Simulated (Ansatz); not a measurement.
**KI (Fm-3m): a volume series of phonon spectra**

Which modes of KI drive its thermal expansion?

Measurements to reproduce:
- volume expansion coefficient 113.7 1e-6/K near room temperature (given in “Descriptors for thermal expansion in solids”, 2017, arXiv:1701.03966)

Calculated with Ansatz 0.2.0; DFT LDA, scalar-relativistic, plane waves, PAW.

Most raw output is cut from this account.

**1. The starting structure**

The structure is cubic, space group Fm-3m (No. 225). The conventional cell has a = 7.066 Å, b = 7.066 Å, c = 7.066 Å, α = 90.00°, β = 90.00°, γ = 90.00°. K has 6 I at 3.53 Å nearest. Nearest to I lie 6 K at 3.53 Å. Farther neighbours and most contacts between anions are not listed.

**2. A first coarse run**

A cheap single point shows whether the cell is a metal or an insulator and how far it is from rest; that sets the k-mesh and the occupations of what follows.

File input.yaml:

```yaml
crystal:
  lattice:
    - [0.0, 3.532775, 3.532775]
    - [3.532775, 0.0, 3.532775]
    - [3.532775, 3.532775, 0.0]
  atoms:
    - { symbol: K, position: [0.0, 0.0, 0.0] }
    - { symbol: I, position: [0.5, 0.5, 0.5] }
kpoints:
  mp_grid: { grid: [4, 4, 4] }
hamiltonian:
  xc: lda
scf:
  occupations: { method: gaussian, width: 0.1 }
  lower_state_search: "off"
output:
  forces: true
  stress: true
  eigenvalues: true
```

Launch:

```
> ansatz run input.yaml --threads 4 --pin off --max-ram 16384MiB --backend cpu --events-out ev --progress --plain --runs-dir out
```

It took 1 s on 4 threads of Arm Neoverse V1, shared host; peak memory 0.31 GiB.

A gap read on the k-mesh alone can miss the band edges.

Numbers from this step:

* pressure: -1.306 GPa
* gap on the k-mesh: 3.605 eV
* volume per atom: 44.09 Å³/atom

The start is under -1.3 GPa at this level and looks like an insulator or semiconductor on this mesh.

**3. Finding the static equilibrium**

Phonons are second derivatives about a minimum, so cell and atoms are relaxed first, inside the symmetry of the start.

input.yaml, the sections that differ from step 2:

```yaml
kpoints:
  mp_grid: { grid: [6, 6, 6] }
scf:
  occupations: { method: gaussian, width: 0.02 }
  lower_state_search: "off"
relax:
  adjacent_minimum: "off"
  f_tol: 0.005
  max_steps: 80
  cell: { stress_tol: 0.05 }
# crystal, hamiltonian, output: as in step 2
```

It took 2.9 s on 4 threads; peak memory 0.35 GiB.

The steps of the relaxation:

```tsv
step	energy less that of the first step (eV)	largest force component (eV/Å)	pressure (GPa)	volume (Å³)
1	0.0000	0.0000	-1.31	88.18
2	-0.0261	0.0000	-0.87	84.45
3	-0.0408	0.0000	0.28	77.92
4	-0.0417	0.0000	-0.04	79.41
5*	-0.0409	0.0000	-0.04	79.41
```

Relaxation steps marked * repeat the geometry before them on a plane-wave basis chosen anew for their cell, so energy and pressure can jump there.

Forces are held to the 48 operations that the run works with; a distortion that breaks them can't arise in this run.

```tsv
conventional cell, symmetrised	before	after	change
a (Å)	7.066	6.823	-3.4 %
b (Å)	7.066	6.823	-3.4 %
c (Å)	7.066	6.823	-3.4 %
volume (Å³/atom)	44.09	39.70	-9.9 %
```

Final coordinates:

```cif
data_structure
_symmetry_space_group_name_H-M 'P 1'
_symmetry_Int_Tables_number 1
_cell_length_a 4.8246
_cell_length_b 4.8246
_cell_length_c 4.8246
_cell_angle_alpha 60.000
_cell_angle_beta 60.000
_cell_angle_gamma 60.000
_cell_volume 79.41
loop_
_atom_site_label
_atom_site_type_symbol
_atom_site_fract_x
_atom_site_fract_y
_atom_site_fract_z
_atom_site_occupancy
K1 K 0.00000 0.00000 0.00000 1
I2 I 0.50000 0.50000 0.50000 1
```

This step gave:

```yaml
pressure: -0.03839 GPa
gap_on_the_k_mesh: 3.863 eV
volume_per_atom: 39.70 Å³/atom
```

The relaxation ends with a pressure of -0.04 GPa.

**4. A second relaxation**

The relaxation is run once more from where the first one ended, as the script does after a large change of volume or of the gap, with mesh and occupations reviewed.

input.yaml, the sections that differ from step 3:

```yaml
crystal:
  lattice:
    - [0.0, 3.4114963276, 3.4114963276]
    - [3.4114963276, 0.0, 3.4114963276]
    - [3.4114963276, 3.4114963276, 0.0]
  atoms:
    - { symbol: K, position: [0.0, 0.0, 0.0] }
    - { symbol: I, position: [0.5, 0.5, 0.5] }
output:
  forces: true
  stress: true
  eigenvalues: true
  write_density: true
  write_potential: true
  elf: true
  volumetric_format: npy
# kpoints, hamiltonian, scf, relax: as in step 3
```

The job ended after 1.3 s (4 threads; peak memory 0.34 GiB; 4.1 s of CPU time).

Little changed from the start: no atom moved by 0.005 Å and no cell edge by 0.1 %.

Valence density in the ac plane of the conventional cell at fractional y = 0.000, with atoms of K and I within 0.2 Å of it. It is the smooth field of the valence electrons, not physical close to the nuclei.

Values in e/Å³, 10 rows by 16 columns, each cell a mean:
```
 3  2  0  0  0  0  1  7  9  3  1  0  0  0  1  3
 0  0  0  0  0  0  0  1  1  0  0  0  0  0  0  0
 0  0  0  0  0  0  0  0  0  0  0  0  0  0  0  0
 1  1  0  0  0  0  0  1  1  0  0  0  0  0  0  1
12  4  1  0  0  0  1  3  4  2  0  0  0  0  2  9
 9  3  1  0  0  0  1  3  3  2  0  0  0  0  1  7
 1  0  0  0  0  0  0  0  0  0  0  0  0  0  0  1
 0  0  0  0  0  0  0  0  0  0  0  0  0  0  0  0
 1  0  0  0  0  0  0  1  1  1  0  0  0  0  0  1
 4  2  0  0  0  0  2  9 12  4  1  0  0  0  1  3
```
Columns run along a (6.8 Å), rows up along c (6.8 Å), edges of the conventional cell, whose origin can differ from the input's. Atoms in or near the plane, at fractional coordinates: K at (0.00, 0.00), K at (0.50, 0.50), I at (0.50, 0.00), I at (0.00, 0.50).

Electrostatic potential energy in the ac plane of the conventional cell at fractional y = 0.000, with atoms of K and I within 0.2 Å of it. With pseudopotentials it is smooth inside the atoms' cores, unlike the true potential.

Ten even steps from '_' (-38 eV) to '@' (8 eV), each cell a mean:
```
__..++%%@@@@%%++##@@@@++**@@@@@@##--__
::==##@@@@@@%%**++**++++##@@@@@@%%**--
##%%@@@@@@@@@@%%##****##@@@@@@@@@@%%##
@@@@@@@@@@@@@@@@@@%%@@@@@@@@@@@@@@@@@@
@@@@@@@@@@@@@@@@@@@@@@@@@@@@@@@@@@@@@@
@@@@@@@@@@@@@@@@@@@@@@@@@@@@@@@@@@@@@@
**##%%@@@@@@@@@@%%####%%@@@@@@@@@@##**
**++**%%@@@@@@##==::--**%%@@@@@@##++++
@@##++%%@@@@%%++..____--##@@@@@@**++@@
@@%%++##@@@@%%++______::##@@@@%%****@@
%%**++%%@@@@%%**::__..==%%@@@@@@##++##
++++##@@@@@@@@%%**++++##@@@@@@@@%%**++
##%%@@@@@@@@@@@@%%%%%%@@@@@@@@@@@@%%%%
@@@@@@@@@@@@@@@@@@@@@@@@@@@@@@@@@@@@@@
@@@@@@@@@@@@@@@@@@@@@@@@@@@@@@@@@@@@@@
%%%%@@@@@@@@@@@@%%##%%%%@@@@@@@@@@@@%%
++**%%@@@@@@@@##++++++**%%@@@@@@@@##++
__::**%%@@@@%%++**%%##++##@@@@@@%%==..
____++%%@@@@##++%%@@@@****@@@@@@##::__
```
Columns run along a (6.8 Å; values clipped at the 3rd and 97th percentile), rows up along c (6.8 Å), edges of the conventional cell, whose origin can differ from the input's. Atoms in or near the plane, at fractional coordinates: K at (0.00, 0.00), K at (0.50, 0.50), I at (0.50, 0.00), I at (0.00, 0.50).

ELF in the ac plane of the conventional cell at fractional y = 0.000, with atoms of K and I within 0.2 Å of it. It is the smooth field of the valence electrons, not physical close to the nuclei.

Ten even steps from '0' (0.02) to '9' (0.86), each cell a mean:
```
8983168742368831699
9961068765678820489
7520048887788610146
1000025788886300001
3221001233332000123
8875200001000003688
7888400256641026888
5678501699984038876
3478603998996038763
3378603997896138752
3578602899995038864
6788501589962027877
8887300123310015888
6653000000000002466
1100003566654200001
3200037888888510013
9840058877778720268
9982168753468820599
7993168633357831798
```
Columns run along a (6.8 Å), rows up along c (6.8 Å), edges of the conventional cell, whose origin can differ from the input's. Atoms in or near the plane, at fractional coordinates: K at (0.00, 0.00), K at (0.50, 0.50), I at (0.50, 0.00), I at (0.00, 0.50).

**5. Tight relaxation**

The relaxation is repeated with tighter thresholds on force and stress, since phonons are sensitive to what is left; a change of mesh or smearing in the input moves the cell too.

input.yaml, the sections that differ from step 4:

```yaml
kpoints:
  mp_grid: { grid: [8, 8, 8] }
scf:
  occupations: { method: fixed }
  lower_state_search: "off"
output:
  forces: true
  stress: true
  eigenvalues: true
relax:
  adjacent_minimum: "off"
  f_tol: 0.001
  max_steps: 60
  cell: { stress_tol: 0.01 }
# crystal, hamiltonian: as in step 4
```

Run time: 3.2 s. Hardware: 4 threads; peak memory 0.36 GiB.

Little changed from the start: no atom moved by 0.005 Å and no cell edge by 0.1 %.

This step gave:

```yaml
pressure: 2.00e-4 GPa
gap_on_the_k_mesh: 3.869 eV
volume_per_atom: 39.61 Å³/atom
```

The residual pressure is 2.0e-4 GPa, small enough for phonons.

**6. Phonons, V/V0 1**

The same q-mesh and k-mesh are kept at every volume, so that much of their error can cancel in the differences.

File input.yaml:

```yaml
crystal:
  lattice:
    - [0.0, 3.4087163095, 3.4087163095]
    - [3.4087163095, 0.0, 3.4087163095]
    - [3.4087163095, 3.4087163095, 0.0]
  atoms:
    - { symbol: K, position: [0.0, 0.0, 0.0] }
    - { symbol: I, position: [0.5, 0.5, 0.5] }
kpoints:
  mp_grid: { grid: [8, 8, 8] }
hamiltonian:
  xc: lda
scf:
  occupations: { method: fixed }
  lower_state_search: "off"
output:
  eigenvalues: true
phonons:
  method: dfpt
  dielectric: true
  rigid_motions: translations
  qmesh: [4, 4, 4]
  temperatures: { t_max: 1000, t_step: 50 }
  qpath:
    path:
      - [[0.0, 0.0, 0.0], [0.5, 0.0, 0.5], [0.625, 0.25, 0.625]]
      - [[0.375, 0.375, 0.75], [0.0, 0.0, 0.0], [0.5, 0.5, 0.5], [0.5, 0.25, 0.75], [0.5, 0.0, 0.5]]
    npoints: 10
```

Run time: 3.2 min. Hardware: 4 threads; peak memory 1.7 GiB; 12 min of CPU time.

Numbers from this step:

* Γ frequencies: 0, 0, 0, 114.9, 114.9, 114.9 cm⁻¹ (negative: imaginary)
* lowest frequency on the path: 0 cm⁻¹
* zero-point energy: 0.03087 eV/cell
* point group: m-3m
* highest frequency: 146.1 cm⁻¹
* Debye temperature from the second moment: 169 K

LO-TO term included. Phonon branches along the path, in cm⁻¹:

```tsv
point	branch 1	branch 2	branch 3	branch 4	branch 5	branch 6
Γ	0	0	0	115	115	146
halfway	21	21	66	117	117	124
X	28	28	47	119	119	124
halfway	33	37	46	117	119	124
U	44	44	53	113	121	123
jump to K	44	44	53	113	121	123
halfway	26	52	59	104	118	135
Γ	0	0	0	115	115	146
halfway	39	39	48	110	110	143
L	59	59	70	103	103	139
halfway	51	52	64	107	114	129
W	40	40	62	112	122	122
halfway	32	46	47	116	120	123
X	28	28	47	119	119	124
```

Tetrahedra on 16 16 16, mean over bins of 2 cm⁻¹. The phonon density of states by wavenumber; read off at these points:

```tsv
wavenumber (cm⁻¹)	phonon density of states (1/cm⁻¹/cell)
1.0	1.0e-5
5.0	2.3e-4
9.0	0.0017
13.0	0.0041
17.0	0.00793
21.0	0.0139
25.0	0.023
29.0	0.0436
33.0	0.0496
37.0	0.0567
41.0	0.0650
45.0	0.0727
49.0	0.0732
53.0	0.0765
57.0	0.102
61.0	0.0581
65.0	0.107
69.0	0.00596
73.0	0
75.0	0
79.0	0
83.0	0
87.0	0
91.0	0
95.0	0
99.0	0
103.0	0.0446
107.0	0.0949
111.0	0.114
115.0	0.130
117.0	0.155
119.0	0.121
123.0	0.117
127.0	0.0513
131.0	0.0410
135.0	0.0361
139.0	0.0287
143.0	0.0113
147.0	0
```

Harmonic. Thermo, by row:

```tsv
T (K)	F_vib (meV/atom)	S (J/mol-atom/K)	C_V (J/mol-atom/K)
0	15.43	0	0
50	13.05	12.03	15.77
100	3.16	25.31	21.8
150	-12.48	34.52	23.45
200	-32.22	41.36	24.08
250	-55.1	46.77	24.38
300	-80.53	51.23	24.55
350	-108.1	55.03	24.65
400	-137.5	58.32	24.72
450	-168.5	61.24	24.77
500	-200.9	63.85	24.8
550	-234.6	66.21	24.82
600	-269.5	68.37	24.84
650	-305.4	70.36	24.86
700	-342.4	72.2	24.87
750	-380.2	73.92	24.88
800	-419	75.53	24.89
850	-458.5	77.04	24.89
900	-498.8	78.46	24.9
950	-539.8	79.81	24.9
1000	-581.5	81.08	24.91
```

The modes has structure finer than the step of the table below, so its rows give means over 5 cm⁻¹, whole bins alone (the curve runs from -10 to 160 cm⁻¹). Peaks (cm⁻¹: height): I 56.4: 0.0822, 63.8: 0.0784, 116.3: 0.0243; K 116.3: 0.108.

Phonopy on the run's constants, 15x15x15 mesh, Gaussian sigma 2.0 cm⁻¹. Modes against wavenumber; means over each step; values in 1/cm⁻¹/cell:

```tsv
wavenumber (cm⁻¹)	I	K
-5	1.5e-5	4.3e-6
0	1.1e-4	3.4e-5
5	4.4e-4	1.4e-4
10	0.00185	5.5e-4
15	0.00497	0.00144
20	0.00991	0.00278
25	0.0206	0.00553
30	0.0346	0.00884
35	0.0431	0.0101
40	0.0511	0.0108
45	0.0602	0.0109
50	0.0637	0.00877
55	0.0761	0.00600
60	0.0717	0.00362
65	0.0708	0.00252
70	0.0183	4.4e-4
75	2.5e-4	4.0e-6
80	0	0
85	0	0
90	0	0
95	1.0e-6	7.8e-5
100	3.9e-4	0.0116
105	0.00477	0.0676
110	0.0124	0.0923
115	0.0215	0.104
120	0.0176	0.0868
125	0.00718	0.0648
130	0.00255	0.0414
135	0.00232	0.0330
140	0.00243	0.0206
145	0.00117	0.00554
150	6.7e-5	2.5e-4
155	0	2.0e-7
```

Born charge (rows field, columns displacement) (e), principal values of the symmetric part by kind of site:

```tsv
atom	atoms with these values	low	middle	high	mean
K1	1	1.11	1.11	1.11	1.11
I2	1	-1.11	-1.11	-1.11	-1.11
```

In full for I2:

```
-1.11  0.00  0.00
 0.00 -1.11  0.00
 0.00  0.00 -1.11
```

ε∞:

```
3.12 0.00 0.00
0.00 3.12 0.00
0.00 0.00 3.12
```

No LO-TO term. Modes at Γ, with each element's share of the kinetic energy:

```tsv
mode	frequency (cm⁻¹)	symmetry	K %	I %
1	0.0	T1u	24	76
2	0.0	T1u	24	76
3	0.0	T1u	24	76
4	114.9	T1u	76	24
5	114.9	T1u	76	24
6	114.9	T1u	76	24
```

Displacements in mode 4 (114.9 cm⁻¹), the largest set to 1:
```
K1   0.00 -0.57  1.00
I2   0.00  0.17 -0.31
```

No mode is imaginary beyond numerical noise at the solved wavevectors.

**7. A cell at another volume, V/V0 1.02**

Symmetry fixes every atom, so a single point at the scaled cell gives the energy and pressure of this member.

The cell differs from the one that the last finished run ended in (a 4.821 → 4.853 Å, b 4.821 → 4.853 Å, c 4.821 → 4.853 Å).

input.yaml, the sections that differ from step 6:

```yaml
crystal:
  lattice:
    - [0.0, 3.4312912476, 3.4312912476]
    - [3.4312912476, 0.0, 3.4312912476]
    - [3.4312912476, 3.4312912476, 0.0]
  atoms:
    - { symbol: K, position: [0.0, 0.0, 0.0] }
    - { symbol: I, position: [0.5, 0.5, 0.5] }
output:
  forces: true
  stress: true
  eigenvalues: true
  write_density: true
  write_potential: true
  elf: true
  volumetric_format: npy
# kpoints, hamiltonian, scf: as in step 6
# phonons: removed
```

Wall time 1.1 s (4 threads); peak memory 0.35 GiB.

This step gave:

| Property | Result |
| --- | --- |
| pressure | -0.3017 GPa |
| gap on the k-mesh | 3.817 eV |
| volume per atom | 40.40 Å³/atom |

Valence density in the ac plane of the conventional cell at fractional y = 0.000, with atoms of K and I within 0.2 Å of it. It is the smooth field of the valence electrons, not physical close to the nuclei.

Ten steps, logarithmic in the rise over the least value, from '_' (0 e/Å³) to '@' (17 e/Å³), each cell a mean:
```
****==..__..::==##@@%%**--..____::++**
++==::______::--++****==::..____..--++
::::________..::------::..________..::
______________..........______________
______________________________________
......____________________________....
----::..________::::::..________..::--
**++--..______::==++++--..____..::==**
@@##==::..__..==******++::____..--**%%
@@%%==::..__..==**##**++::____..--**@@
%%**--::..__..--++****==::____..--++##
==--::..______..--====::______..::--==
::::..__________......__________..::::
....________________________________..
________________......________________
....__________..::::::....__________..
==--..______..::--====--::..______::==
**++--..__..::--**%%##++--..____::==**
##**==..__..::==%%@@@@**--..____::++**
```
Columns run along a (6.9 Å), rows up along c (6.9 Å), edges of the conventional cell, whose origin can differ from the input's. Atoms in or near the plane, at fractional coordinates: K at (0.00, 0.00), K at (0.50, 0.50), I at (0.50, 0.00), I at (0.00, 0.50).

ELF in the ac plane of the conventional cell at fractional y = 0.000, with atoms of K and I within 0.2 Å of it. It is the smooth field of the valence electrons, not physical close to the nuclei.

Ten even steps from '_' (0.02) to '@' (0.86), each cell a mean:
```
%%@@%%::..**%%##==::--**%%%%--..**@@@@
@@@@**..__**%%##**++**##%%%%::__==%%@@
##++::____==%%%%%%####%%%%**..__..==**
..________::++##%%%%%%%%**--________..
--::::..____..::--------::______..::--
%%%%##++::________..__________--**%%%%
##%%%%%%==____::++****--..__::**%%%%%%
++**%%%%++__..**@@@@@@%%--__--%%%%##**
--==##%%**__--@@@@%%@@@@**__--%%##**--
----##%%**__--@@@@##%%@@**..--%%##++::
--++##%%**__::%%@@@@@@@@++__--%%%%**==
**##%%%%++____++%%@@@@**::__::##%%####
%%%%%%##--______::----..____..++%%%%%%
****++--______________________::==****
..__________--++******++==::________..
--::______--##%%%%%%%%%%%%++..____..::
@@%%==____++%%%%######%%%%##::__::**%%
@@@@%%::__**%%##++--==**%%%%::__++@@@@
##@@@@--..**%%**------++##%%--..##@@%%
```
Columns run along a (6.9 Å), rows up along c (6.9 Å), edges of the conventional cell, whose origin can differ from the input's. Atoms in or near the plane, at fractional coordinates: K at (0.00, 0.00), K at (0.50, 0.50), I at (0.50, 0.00), I at (0.00, 0.50).

Electrostatic potential energy in the ac plane of the conventional cell at fractional y = 0.000, with atoms of K and I within 0.2 Å of it. With pseudopotentials it is smooth inside the atoms' cores, unlike the true potential.

Ten even steps from '_' (-38 eV) to '@' (8 eV), each cell a mean:
```
__..++%%@@@@%%++##@@@@++**@@@@@@##--__
::==##@@@@@@%%**++**++++##@@@@@@%%**--
##%%@@@@@@@@@@%%##****##@@@@@@@@@@%%##
@@@@@@@@@@@@@@@@@@%%@@@@@@@@@@@@@@@@@@
@@@@@@@@@@@@@@@@@@@@@@@@@@@@@@@@@@@@@@
@@@@@@@@@@@@@@@@@@@@@@@@@@@@@@@@@@@@@@
**##%%@@@@@@@@@@%%####%%@@@@@@@@@@##**
**++**@@@@@@@@##==::--**%%@@@@@@##++++
@@##++%%@@@@%%++..____--##@@@@@@**++@@
@@%%++##@@@@%%++______::##@@@@%%****@@
%%**++%%@@@@%%**::__..==%%@@@@@@##++##
++++##@@@@@@@@%%**++++##@@@@@@@@%%**++
##%%@@@@@@@@@@@@%%%%%%@@@@@@@@@@@@%%%%
@@@@@@@@@@@@@@@@@@@@@@@@@@@@@@@@@@@@@@
@@@@@@@@@@@@@@@@@@@@@@@@@@@@@@@@@@@@@@
%%%%@@@@@@@@@@@@%%##%%@@@@@@@@@@@@@@%%
++**%%@@@@@@@@##++++++**%%@@@@@@@@##++
__::**%%@@@@%%++**%%##++##@@@@@@%%==..
____++%%@@@@##++%%@@@@****@@@@@@##::__
```
Columns run along a (6.9 Å; values clipped at the 3rd and 97th percentile), rows up along c (6.9 Å), edges of the conventional cell, whose origin can differ from the input's. Atoms in or near the plane, at fractional coordinates: K at (0.00, 0.00), K at (0.50, 0.50), I at (0.50, 0.00), I at (0.00, 0.50).

At this level the gap is 3.82 eV on the k-mesh of the self-consistent run, which can miss the band edges.

**8. Phonons, V/V0 1.02**

Phonons at this volume give one point of F(V, T); meshes stay fixed along the series.

input.yaml, the sections that differ from step 7:

```yaml
output:
  eigenvalues: true
phonons:
  method: dfpt
  dielectric: true
  rigid_motions: translations
  qmesh: [4, 4, 4]
  temperatures: { t_max: 1000, t_step: 50 }
  qpath:
    path:
      - [[0.0, 0.0, 0.0], [0.5, 0.0, 0.5], [0.625, 0.25, 0.625]]
      - [[0.375, 0.375, 0.75], [0.0, 0.0, 0.0], [0.5, 0.5, 0.5], [0.5, 0.25, 0.75], [0.5, 0.0, 0.5]]
    npoints: 10
# crystal, kpoints, hamiltonian, scf: as in step 7
```

It took 3.2 min on 4 threads; peak memory 1.7 GiB.

LO-TO term included. Phonon branches along the path, in cm⁻¹:

```tsv
point	branch 1	branch 2	branch 3	branch 4	branch 5	branch 6
Γ	0	0	0	110	110	142
halfway	21	21	64	112	112	120
X	28	28	48	113	113	118
halfway	33	37	47	112	114	118
U	43	45	52	108	116	117
jump to K	43	45	52	108	116	117
halfway	26	50	57	100	113	131
Γ	0	0	0	110	110	142
halfway	37	37	46	105	105	139
L	56	56	68	98	98	135
halfway	50	51	62	103	109	125
W	41	41	60	107	116	116
halfway	33	46	46	111	114	118
X	28	28	48	113	113	118
```

No mode is imaginary beyond numerical noise at the solved wavevectors. The highest zone-centre mode (no LO–TO term) moved by -4.5 % for a volume change of +2.0 %.

[end of part 1 of 2]

[Logs are printed without paths, hosts, clocks, repeated set-up lines and the standing remarks that a program may print on its own settings, such as how far it seeks lower states.]

[Hosts, paths, dates, database ids (printed as entryN), source tags and the programs' standing remarks are cut or masked in the printed files.]

[A step with changed settings may run another functional than the one named; its input shows which.]

[Of the runs on displaced cells, only some may be shown.]
